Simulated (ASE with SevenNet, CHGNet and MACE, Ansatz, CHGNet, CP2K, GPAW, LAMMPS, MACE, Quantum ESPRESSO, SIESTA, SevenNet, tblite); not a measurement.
# Running glassy 54P2O5-23K2O-23MgO (mol %) (64 atoms) with machine-learned potentials

Wanted: machine-learned potentials inputs and outputs for glassy 54P2O5-23K2O-23MgO (mol %) (64 atoms), checked against a plane-wave reference.

Method: the method is named at each step, in ASE with SevenNet, CHGNet and MACE.

### Step 1. The structure

The cell holds 64 atoms: 14 P, 6 K, 3 Mg and 41 O. Its edges and angles: a = 9.764 Å, b = 9.764 Å, c = 9.764 Å, α = 90.0°, β = 90.0°, γ = 90.0°. 64 atoms (14 P, 6 K, 3 Mg, 41 O) placed at random at 2.49 g/cm³, melted at 4000 K for 10 ps at fixed volume with the Morse and Coulomb pair potential with partial charges (Pedone, Malavasi, Menziani, Cormack and Segre, J. Phys. Chem. B 110, 11780 (2006)). Quenched from 4000 K to 300 K at 6 K/ps and fixed volume, held 10 ps at zero pressure, then minimised at fixed cell.

The yardstick, on the same geometry:

```
method                                           : Kohn-Sham DFT, PBE, PAW, plane waves (Ansatz 0.2.0); cutoff 420 eV, Γ point, fermi-dirac smearing of 0.05 eV; PAW set soft_2
r.m.s. force component                           : 1.273 eV/Å
longest force                                    : 6.469 eV/Å
pressure                                         : 3.679 GPa
gap (highest filled to lowest empty level) : 3.537 eV
SCF cycles                                       : 9
time                                             : 13 s on 4 threads of AMD EPYC 7R13 (Zen 3), shared host
CPU time                                         : 43 s
```

### Step 2. SevenNet 0 potential

Method: machine-learned interatomic potential SevenNet 0, trained on PBE(+U) plane-wave data.

The input, run.py:

```python
import numpy as np
from ase.io import read
import mlip  # loads the published weights by name

atoms = read("structure.xyz")
atoms.calc = mlip.calc("7net-0")
energy = atoms.get_potential_energy()
forces = atoms.get_forces()
print(f"energy {energy:.6f} eV")
print("forces (eV/A)")
for i, (a, f) in enumerate(zip(atoms, forces)):
    print(f"{i:4d} {a.symbol:2s} {f[0]:10.5f} {f[1]:10.5f} {f[2]:10.5f}")
stress = -atoms.get_stress(voigt=False) * 160.21766
print("stress (GPa, compression positive)")
for row in stress:
    print(" ".join(f"{x:10.4f}" for x in row))
```

The input, structure.xyz:

```xyz
64
Lattice="9.76442 0.00000 0.00000 0.00000 9.76442 0.00000 0.00000 0.00000 9.76442" Properties=species:S:1:pos:R:3 pbc="T T T"
P 5.72429 1.16294 0.40962
P 6.67369 4.05223 0.70187
P 9.02047 4.17986 8.42347
P 9.27991 7.68235 1.95933
P 7.66829 2.35625 6.33789
P 2.93714 0.01455 0.90829
P 5.23060 5.64383 4.89715
P 6.63531 9.54013 7.56469
P 2.76978 1.87418 6.77377
P 2.00005 8.62872 6.58180
P 4.30865 2.75269 4.20485
P 4.68458 6.45467 0.56858
P 3.65189 6.19513 7.43287
P 0.06298 0.83994 0.91854
K 9.32766 4.86288 4.99118
K 5.78132 8.86629 3.44860
K 0.90838 4.33775 2.10931
K 2.80532 3.59760 0.36128
K 8.49690 7.54653 5.54844
K 0.98669 1.12164 4.16814
Mg 7.55463 2.06410 3.06124
Mg 2.65211 7.45474 3.27079
Mg 9.13198 7.40592 8.47884
O 9.07368 1.00212 9.41710
O 4.42416 6.65123 4.10535
O 4.32525 6.31621 8.81151
O 4.71573 4.24088 4.44808
O 6.07806 0.50795 8.82928
O 4.71250 5.85797 6.36064
O 8.54162 3.17617 7.32888
O 5.90425 2.73482 0.33931
O 6.32813 3.02228 6.43329
O 8.25084 2.31280 4.95495
O 9.41603 1.76013 2.03080
O 7.72922 4.22174 9.36545
O 5.51387 1.95689 3.80627
O 3.47740 6.12522 1.39075
O 4.25963 0.81621 0.73956
O 5.68621 5.23256 0.71729
O 7.45181 0.89657 6.84037
O 2.97903 7.51323 7.01417
O 3.48375 2.18606 8.04100
O 2.63102 5.12212 7.42194
O 0.70392 8.40551 7.31492
O 8.94899 6.92932 0.69113
O 6.70913 5.74509 4.84335
O 1.42385 2.44648 6.45760
O 1.80232 8.43128 5.09009
O 8.19088 7.86993 2.96233
O 2.92913 9.20394 2.29815
O 0.35923 3.78557 9.33762
O 3.62387 2.20442 5.49532
O 2.52020 0.31217 6.75971
O 5.34592 7.75217 0.85204
O 5.54014 9.12368 6.63541
O 7.47925 8.36557 7.94121
[... 4 atom lines left out ...]
O 1.63417 0.88827 0.77969
O 0.71202 7.03458 2.63376
O 9.13696 5.51895 7.74641
O 7.27508 3.83459 2.04252
```

On the command line:

```
$ OMP_NUM_THREADS=1 python run.py > output.txt
```

What it wrote:

```text
energy -424.375031 eV
forces (eV/A)
   0 P     2.37911   -1.11666    1.36094
   1 P     1.23029   -0.13339    0.92357
   2 P     1.68758   -0.06534    1.03988
   3 P    -0.64479   -0.20048   -0.12181
   4 P    -5.63997    1.99525    0.04267
   5 P    -1.86659   -5.72127   -1.44911
   6 P     0.11986    0.91775   -1.09662
   7 P    -1.87681   -1.89435   -2.36821
   8 P    -1.38054    2.16118    2.03404
   9 P    -1.71070    0.03720   -1.09427
  10 P    -0.33460   -0.73896   -1.68689
  11 P    -1.12291    3.48181    1.65374
  12 P    -2.70665   -2.68593   -0.44498
  13 P    -2.08593   -1.19152   -1.78937
  14 K    -0.02350   -0.46020    0.46261
  15 K    -0.10169   -0.06793   -0.08929
  16 K    -0.29515    0.33257   -0.15505
  17 K     0.64184   -0.27788   -1.01768
  18 K    -0.24984    0.66923   -0.32580
  19 K     0.49062   -0.18595    0.21402
  20 Mg   -0.92303    0.11269   -0.54639
  21 Mg   -0.02487    0.21299   -0.34892
  22 Mg    0.19403    0.35040    1.15387
  23 O     0.61963   -0.04158   -0.01769
[...]
56 O     0.32745    0.72315   -0.03817
  57 O    -0.99285    0.36160   -0.22078
  58 O    -0.50558   -0.28283    0.32837
  59 O     0.78672    0.47510    0.25924
  60 O     0.78585    2.89822    0.05228
  61 O     2.09558   -0.85164    1.11604
  62 O    -0.38931    1.01020   -0.74104
  63 O     0.44896    0.04700    0.64424
stress (GPa, compression positive)
    2.6474     0.0795    -0.4698
    0.0795     3.4486    -0.1788
   -0.4698    -0.1788     2.5778
```

The job ended after 21 s (1 thread of AMD EPYC 7R13 (Zen 3), shared host; peak memory 0.79 GiB).

Banners, paths, timers and routine set-up lines are dropped from the logs unmarked, and long logs keep their key lines alone; longer cuts are marked.

Against the reference:

- r.m.s. force component: 1.205 eV/Å
- r.m.s. difference of force components: 114.1 meV/Å
- longest difference of force vectors: 431.2 meV/Å
- force difference over r.m.s. force: 8.962 %
- slope of forces against the reference's: 0.944
- correlation of force components: 0.9973
- pressure: 2.891 GPa
- pressure difference: -0.7873 GPa

Length of the force difference by element (eV/Å):

| element | atoms | mean | most |
| --- | --- | --- | --- |
| K | 6 | 0.19 | 0.43 |
| Mg | 3 | 0.19 | 0.22 |
| O | 41 | 0.15 | 0.38 |
| P | 14 | 0.23 | 0.38 |

Local excerpt of 10 atoms (numbers count through the whole input) about O34, picked at random; x, y, z are measured from there.

| atom | x | y | z | distance (Å) | Fx | Fy | Fz (eV/Å) |
| --- | --- | --- | --- | --- | --- | --- | --- |
| O34 | 0.00 | 0.00 | 0.00 | 0.00 | -0.29 | 1.33 | 2.10 |
| P14 | 0.41 | -0.92 | -1.11 | 1.50 | -2.09 | -1.19 | -1.79 |
| Mg21 | -1.86 | 0.30 | 1.03 | 2.15 | -0.92 | 0.11 | -0.55 |
| O60 | 0.26 | -2.39 | -0.58 | 2.48 | 0.79 | 0.48 | 0.26 |
| O61 | 1.98 | -0.87 | -1.25 | 2.50 | 0.79 | 2.90 | 0.05 |
| O24 | -0.34 | -0.76 | -2.38 | 2.52 | 0.62 | -0.04 | -0.02 |
| K20 | 1.34 | -0.64 | 2.14 | 2.60 | 0.49 | -0.19 | 0.21 |
| K17 | 1.26 | 2.58 | 0.08 | 2.87 | -0.30 | 0.33 | -0.16 |
| O59 | -2.71 | -0.95 | -0.55 | 2.92 | -0.51 | -0.28 | 0.33 |
| O64 | -2.14 | 2.07 | 0.01 | 2.98 | 0.45 | 0.05 | 0.64 |

Atoms are counted from 1 here, from 0 in the log.

Forces lie 9.0 % from the reference's, at 0.42 times its CPU time (on 1 against 4 cores).

### Step 3. CHGNet 0.3.0 potential

Method: machine-learned interatomic potential CHGNet 0.3.0, trained on PBE(+U) plane-wave data.

run.py: that of step 2 with these lines changed.

```diff
@@ -5,3 +5,3 @@
 atoms = read("structure.xyz")
-atoms.calc = mlip.calc("7net-0")
+atoms.calc = mlip.calc("chgnet-0.3.0")
 energy = atoms.get_potential_energy()
```

structure.xyz is that of step 2.

What it wrote:

```text
CHGNet v0.3.0 initialized with 412,525 parameters
CHGNet will run on cpu
energy -453.509949 eV
forces (eV/A)
   0 P     3.19048   -1.09518    1.69542
   1 P     1.41892   -0.28079    1.28035
   2 P     1.93836    0.12261    1.41228
   3 P    -0.78193   -0.26605    0.01845
   4 P    -5.21809    1.85335   -0.40875
   5 P    -1.89909   -5.63441   -0.91291
   6 P     0.09565    1.16615   -1.50642
   7 P    -2.06847   -2.23412   -2.25040
   8 P    -1.33214    2.08604    1.78590
   9 P    -2.40073   -0.10866   -1.47705
  10 P    -0.36175   -0.80309   -2.06986
  11 P    -0.94187    3.30737    1.96714
  12 P    -2.96205   -3.08766   -0.41993
  13 P    -2.46174   -0.97945   -1.86623
  14 K     0.11475   -0.54988    0.27294
  15 K    -0.06380   -0.03603   -0.01382
  16 K    -0.60330    0.45136    0.21323
  17 K     0.85631   -0.29943   -1.12825
  18 K    -0.33380    0.80810   -0.41517
  19 K     0.31224   -0.15084    0.10214
  20 Mg   -0.83319   -0.03866   -0.51813
  21 Mg   -0.05594    0.15833   -0.35871
  22 Mg    0.16282    0.24115    1.08246
  23 O     0.63944   -0.13151   -0.08778
[...]
56 O     0.36001    0.56985   -0.27147
  57 O    -1.08110    0.39180   -0.23160
  58 O    -0.70350   -0.29206    0.30009
  59 O     0.82528    0.39550    0.27637
  60 O     0.81923    2.85579   -0.05074
  61 O     2.15666   -0.70959    0.96840
  62 O    -0.44257    1.02305   -0.78266
  63 O     0.44063    0.08068    0.67351
stress (GPa, compression positive)
    3.6932    -0.0473    -0.6155
   -0.0473     4.2333    -0.0720
   -0.6155    -0.0720     3.3077
```

Wall time 9.4 s (1 thread); peak memory 0.85 GiB.

Against the reference:

| Quantity | Value |
| --- | --- |
| r.m.s. force component | 1.227 eV/Å |
| r.m.s. difference of force components | 207.8 meV/Å |
| longest difference of force vectors | 903.6 meV/Å |
| force difference over r.m.s. force | 16.33 % |
| slope of forces against the reference's | 0.9513 |
| correlation of force components | 0.9869 |
| pressure | 3.745 GPa |
| pressure difference | 0.0661 GPa |

Against the first run (9.0 %), the force difference from the reference is 16 %, at 0.45 times the CPU time.

### Step 4. MACE MP-0b3 medium potential

Method: machine-learned interatomic potential MACE MP-0b3 medium, trained on PBE(+U) plane-wave data.

run.py: that of step 3 with these lines changed.

```diff
@@ -5,3 +5,3 @@
 atoms = read("structure.xyz")
-atoms.calc = mlip.calc("chgnet-0.3.0")
+atoms.calc = mlip.calc("mace-mp-0b3-medium")
 energy = atoms.get_potential_energy()
```

structure.xyz is that of step 3.

What it wrote:

```text
energy -424.303379 eV
forces (eV/A)
   0 P     2.75170   -0.83533    1.35946
   1 P     1.34112   -0.40316    1.08830
   2 P     1.51840   -0.09631    1.23052
   3 P    -0.85857   -0.16978   -0.11024
   4 P    -5.32746    1.68476    0.25462
   5 P    -1.81086   -5.50690   -1.18599
   6 P    -0.04557    0.94629   -1.19119
   7 P    -1.94983   -1.87079   -2.06734
   8 P    -1.26549    2.05149    1.89019
   9 P    -1.83842    0.20221   -1.21829
  10 P    -0.47498   -0.88791   -1.67995
  11 P    -0.95198    3.28372    1.74829
  12 P    -2.47901   -2.66613   -0.42996
  13 P    -2.03397   -1.21126   -1.74240
  14 K     0.03370   -0.41899    0.33050
  15 K    -0.07292   -0.08131   -0.08766
  16 K    -0.54163    0.37544    0.02994
  17 K     0.80278   -0.32447   -1.16442
  18 K    -0.33421    0.72698   -0.38990
  19 K     0.54377   -0.22488    0.19487
  20 Mg   -1.00629    0.14797   -0.68951
  21 Mg    0.04952    0.24878   -0.38845
  22 Mg    0.23737    0.29047    1.14000
  23 O     0.55643   -0.09272   -0.12184
[...]
56 O     0.32331    0.51395   -0.16901
  57 O    -0.88673    0.40431   -0.15994
  58 O    -0.50955   -0.39870    0.48225
  59 O     0.76114    0.46614    0.27354
  60 O     0.93403    2.90430    0.03021
  61 O     2.10953   -0.83605    1.08777
  62 O    -0.34958    0.95011   -0.77459
  63 O     0.47056    0.07886    0.68286
stress (GPa, compression positive)
    2.6922     0.0810    -0.4541
    0.0810     3.4174    -0.2123
   -0.4541    -0.2123     2.5212
```

Wall time 17 s (1 thread); peak memory 0.91 GiB.

Numbers from this run, and their distance from the reference:

| Property | Result |
| --- | --- |
| r.m.s. force component | 1.177 eV/Å |
| r.m.s. difference of force components | 127.7 meV/Å |
| longest difference of force vectors | 601.8 meV/Å |
| force difference over r.m.s. force | 10.03 % |
| slope of forces against the reference's | 0.9225 |
| correlation of force components | 0.9976 |
| pressure | 2.877 GPa |
| pressure difference | -0.8017 GPa |

Against the first run (9.0 %), the force difference from the reference is 10 %, at 0.92 times the CPU time.

### Step 5. The ladder

Differences are against the plane-wave reference, forces as r.m.s. over components; share is that over the reference's r.m.s. force, slope the least-squares factor from reference forces to these. Total energies of different programs have different zeros and aren't compared.

| run | Δ force, r.m.s. (meV/Å) | share (%) | slope | Δ pressure (GPa) | cores | CPU time | memory (GiB) |
| --- | --- | --- | --- | --- | --- | --- | --- |
| reference | - | - | - | - | 4 | 43 s | 1.2 |
| SevenNet 0 potential | 114 | 8.96 | 0.944 | -0.787 | 1 | 18 s | 0.79 |
| CHGNet 0.3.0 potential | 208 | 16.3 | 0.951 | 0.0661 | 1 | 8.1 s | 0.85 |
| MACE MP-0b3 medium potential | 128 | 10.0 | 0.922 | -0.802 | 1 | 17 s | 0.91 |

Times of the machine-learned potentials are mostly Python's start and the loading of weights.

CPU time is summed over cores on a shared host, where runs went side by side, so it is rough. Symmetry, cutoffs, thresholds, outputs and thread counts weren't matched or tuned between programs; memory under MPI is the largest rank's times the ranks.

### Step 6. Results

| Property | Result |
| --- | --- |
| nearest in forces | SevenNet 0 potential, 9.0 % |
| its CPU time | 18 s |

In words: Machine-learned potentials differ by 9.0 % (SevenNet 0 potential) to 16 % (CHGNet 0.3.0 potential); they were trained on other programs' data. Machine-learned potentials mimic data converged in k, so the reference's own k-point error enters their differences. The quench rate of 6 K/ps is many orders above laboratory rates, so the cell is likely richer in defects and strain than a real sample. The network of bonds at the start is that of the classical potential that made the cell, and needn't be the one that DFT or experiment would give. The reference's pressure of 3.7 GPa belongs to a cell and atoms that aren't relaxed at this level. The electronic-structure runs sample only Γ, in a cell whose shortest periodic width is 10 Å.

[Also dropped from logs without a mark: logging warnings of Python, and SIESTA's first energy breakdown and zero terms.]

[Logs are printed without paths, hosts, clocks, repeated set-up lines and the standing remarks that a program may print on its own settings, such as how far it seeks lower states.]

[Hosts, paths, dates, database ids (printed as entryN), source tags and the programs' standing remarks are cut or masked in the printed files.]
